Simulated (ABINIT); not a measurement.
# SiO2 (Quartz): a self-consistent loop beyond G0W0, cycle by cycle, part 3 of 3

How far does self-consistency move the gap of SiO2 (Quartz)?

ABINIT 10.8.3; LDA and many-body steps on it, plane waves. Known limits of the many-body steps: not at the basis limit; coarse k mesh.

So far. Step 10 (evGW, cycle 1): Against G0W0 in ABINIT (3×3×2 mesh, 179 bands, screening to 106.1 eV, Godby-Needs plasmon pole), the gap moves by +1.011 eV. Step 13 (evGW, cycle 2): Against the cycle before, the gap moves by +0.066 eV.

## (15) Screening, 3×3×2 mesh, 179 bands, screening to 106.1 eV

This step: RPA screening on LDA from quasiparticle energies, plane waves, norm-conserving pseudopotentials.

File run.abi:

```
acell 3*1.0 Angstrom
rprim 
  4.915799999986 0.000000000003 0.000000000000
  -2.457899999996 4.257207679910 0.000000000000
  0.000000000000 0.000000000000 5.409100000000
ntypat 2
znucl 14 8
natom 9
typat 1 1 1 2 2 2 2 2 2
xred 
  0.530300000000 0.000000000000 0.333333333333
  0.000000000000 0.530300000000 0.666666666667
  0.469700000000 0.469700000000 -0.000000000000
  0.146200000000 0.414200000000 0.881000000000
  0.585800000000 0.732000000000 0.214333333333
  0.268000000000 0.853800000000 0.547666666667
  0.414200000000 0.146200000000 0.119000000000
  0.732000000000 0.585800000000 0.785666666667
  0.853800000000 0.268000000000 0.452333333333
pp_dirpath "pseudos"
pseudos "Si.upf, O.upf"
ecut 36
ngkpt 3 3 2
nshiftk 1
shiftk 0 0 0
kptopt 1
chksymbreak 0
istwfk *1
occopt 1
irdwfk 1
optdriver 3
nband 179
ecuteps 3.9
inclvkb 2
awtr 1
symchi 1
irdqps 1
gwcalctyp 10
nqptdm 5
qptdm 
  0.3333333333 0.0000000000 0.0000000000
  0.3333333333 0.3333333333 0.0000000000
  0.0000000000 0.0000000000 0.5000000000
  0.3333333333 0.0000000000 0.5000000000
  0.3333333333 0.3333333333 0.5000000000
indata_prefix "in"
outdata_prefix "out"
tmpdata_prefix "tmp"
```

File mrgscr.stdin:

```
2
merged
q0_SCR
out_SCR
1
```

On the command line:

```bash
> OMP_NUM_THREADS=1 mpirun -n 4 abinit run.abi > log; mrgscr < mrgscr.stdin
```

Numbers of over 12 decimals in the logs are rounded to 6 here.

Log:

```text
.Version 10.8.3 of ABINIT. v10.8.2 released Aug 2026.

 Symmetries : space group P3_1 2 1 (#152); Bravais hP (primitive hexag.)
[... echo of the input left out ...]
== DATASET  1 ==================================================================
-   mpi_nproc: 4, omp_nthreads: 1 (-1 if OMP is not activated)

--- !DatasetInfo
iteration_state: {dtset: 1, }
dimensions: {natom: 9, nkpt: 6, mband: 179, nsppol: 1, nspinor: 1, nspden: 1, mpw: 7935, }
cutoff_energies: {ecut:  36.0, pawecutdg:  -1.0, }
[...]
q-point number  1        q = ( 0.333333, 0.000000, 0.000000) [r.l.u.]
--------------------------------------------------------------------------------
[... chi0 elements left out ...]
  Average fulfillment of the sum rule on Im[epsilon] for q-point    2 :     78.52  [%]

--------------------------------------------------------------------------------
  q-point number  2        q = ( 0.333333, 0.333333, 0.000000) [r.l.u.]
--------------------------------------------------------------------------------
[... chi0 elements left out ...]
  Average fulfillment of the sum rule on Im[epsilon] for q-point    3 :     75.65  [%]

 [... 3 further q-points ...]
```

Run time: 58 s. Hardware: 4 MPI ranks of Arm Neoverse V1, shared host; peak memory 1.8 GiB.

This step gave:

| Property | Result |
| --- | --- |
| plasma frequency | 24.18 eV |
| plane waves in the screening matrix | 279 |

This screening reads the quasiparticle levels of the cycle before.

## (16) evGW, cycle 3

This step: evGW on LDA, plane waves, norm-conserving pseudopotentials.

run.abi, as its differences from that of step 15:

```diff
@@ -30,12 +30,10 @@
 irdwfk 1
-optdriver 3
+optdriver 4
 nband 179
-ecuteps 3.9
-inclvkb 2
-awtr 1
-symchi 1
-irdqps 1
 gwcalctyp 10
-nqptdm 5
-qptdm 
+ecutsigx 36
+symsigma 1
+nkptgw 6
+kptgw 
+  0.0000000000 0.0000000000 0.0000000000
   0.3333333333 0.0000000000 0.0000000000
@@ -45,2 +43,13 @@
   0.3333333333 0.3333333333 0.5000000000
+bdgw 
+  7 32
+  7 32
+  7 32
+  7 32
+  7 32
+  7 32
+ecuteps 3.9
+irdscr 1
+ppmodel 1
+irdqps 1
 indata_prefix "in"
```

On the command line:

```bash
> OMP_NUM_THREADS=1 mpirun -n 4 abinit run.abi > log
```

Log:

```text
.Version 10.8.3 of ABINIT. v10.8.2 released Aug 2026.

 Symmetries : space group P3_1 2 1 (#152); Bravais hP (primitive hexag.)
[... echo of the input left out ...]
== DATASET  1 ==================================================================
-   mpi_nproc: 4, omp_nthreads: 1 (-1 if OMP is not activated)

--- !DatasetInfo
iteration_state: {dtset: 1, }
dimensions: {natom: 9, nkpt: 6, mband: 179, nsppol: 1, nspinor: 1, nspden: 1, mpw: 7935, }
cutoff_energies: {ecut:  36.0, pawecutdg:  -1.0, }
[...]
.  kptgw no:  4; Maximum DeltaE = (   0.002  -0.000) for band index:  1
.  kptgw no:  5; Maximum DeltaE = (  -0.005   0.001) for band index:  7
.  kptgw no:  6; Maximum DeltaE = (   0.002  -0.000) for band index:  1

== END DATASET(S) ==============================================================
================================================================================

 -outvars: echo values of variables after computation  --------
           etotal      0.0000000000E+00
            nband         179
             nkpt           6
          spgroup         152
 [... the other variables as echoed above ...]

 Calculation completed.
```

Elapsed: 4.6 min, on 4 MPI ranks; peak memory 2.4 GiB.

This step gave:

* quasiparticle gap on the mesh: 9.814 eV
* gap of the density functional on the mesh: 5.801 eV
* k of the valence top: 0.3333, 0.3333, 0
* k of the conduction bottom: 0, 0, 0
* least direct quasiparticle gap on the computed points: 10.20 eV

Against the cycle before, the gap moves by +0.006 eV.

## (17) The runs together

Times are wall times on 4 MPI ranks of Arm Neoverse V1, shared host, good to a factor of about two. A run's time includes the screening step that it read.

| run | mesh | bands | screening cutoff (eV) | DFT gap (eV) | gap on the mesh (eV) | direct (eV) | ε∞ used | time |
| --- | --- | --- | --- | --- | --- | --- | --- | --- |
| G0W0 | 3×3×2 | 179 | 106.1 | 5.801 | 8.731 | 9.111 | 2.40 | 2.2 min |
| evGW0, cycle 1 | 3×3×2 | 179 | 106.1 | 5.801 | 9.275 | 9.667 | 2.40 | 6.4 min |
| evGW0, cycle 2 | 3×3×2 | 179 | 106.1 | 5.801 | 9.154 | 9.534 | 2.40 | 6.4 min |
| evGW0, cycle 3 | 3×3×2 | 179 | 106.1 | 5.801 | 9.151 | 9.533 | 2.40 | 6.4 min |
| evGW, cycle 1 | 3×3×2 | 179 | 106.1 | 5.801 | 9.742 | 10.127 | 2.11 | 6.5 min |
| evGW, cycle 2 | 3×3×2 | 179 | 106.1 | 5.801 | 9.808 | 10.193 | 2.07 | 6.5 min |
| evGW, cycle 3 | 3×3×2 | 179 | 106.1 | 5.801 | 9.814 | 10.199 | 2.07 | 6.5 min |

## (18) Outcome

- G0W0: 8.731 eV
- evGW0, cycle 1: 9.275 eV
- evGW0, cycle 2: 9.154 eV
- evGW0, cycle 3: 9.151 eV
- evGW, cycle 1: 9.742 eV
- evGW, cycle 2: 9.808 eV
- evGW, cycle 3: 9.814 eV
- known limits: not at the basis limit; coarse k mesh

**Reading.** Only the bands that the input lists are updated; the others, empty or deep, keep the functional's energies or take a rigid shift. The evGW loop starts from the last levels of evGW0, so its cycles and time come on top of those. evGW0 ends at 9.15 eV, +0.42 eV from G0W0, after 3 cycles that took 14 min beside the first screening; the last moved the gap by 0.003 eV. evGW ends at 9.81 eV, +1.08 eV from G0W0, after 3 cycles that took 19 min beside the first screening; the last moved the gap by 0.006 eV. The first cycle of evGW0 takes the full correction, without the factor Z, so it overshoots the one-shot value. Bands and cutoff are finite, so the gap is not at the basis limit. The miss can reach some tenths of an eV and take either sign; the mesh is an error of its own. The 3×3×2 mesh is coarse for this cell, which bears on the long-range parts of exchange and screening. In the updated screening the q = 0 part is built from Kohn-Sham bands under a rigid shift, the other q from the quasiparticle levels.

[Paths, hosts, dates, memory and timing lines, banners, echoed tables and standing remarks are left out of the program output.]

[Logs are printed without paths, hosts, clocks, repeated set-up lines and the standing remarks that a program may print on its own settings, such as how far it seeks lower states.]

[Runs of the session that timed out or met a known fault of the program may be left out.]

[Hosts, paths, dates, database ids (printed as entryN), source tags and the programs' standing remarks are cut or masked in the printed files.]

[G0W0 gaps are taken among the corrected bands and points alone; a level outside them can change the order at an edge.]

[Where Ansatz stands beside ABINIT at settings called matched, ABINIT's density can come from a denser mesh and the files from another edition; pairs whose starting gaps differed by over 0.03 eV were left out, so agreement reads better than it is.]
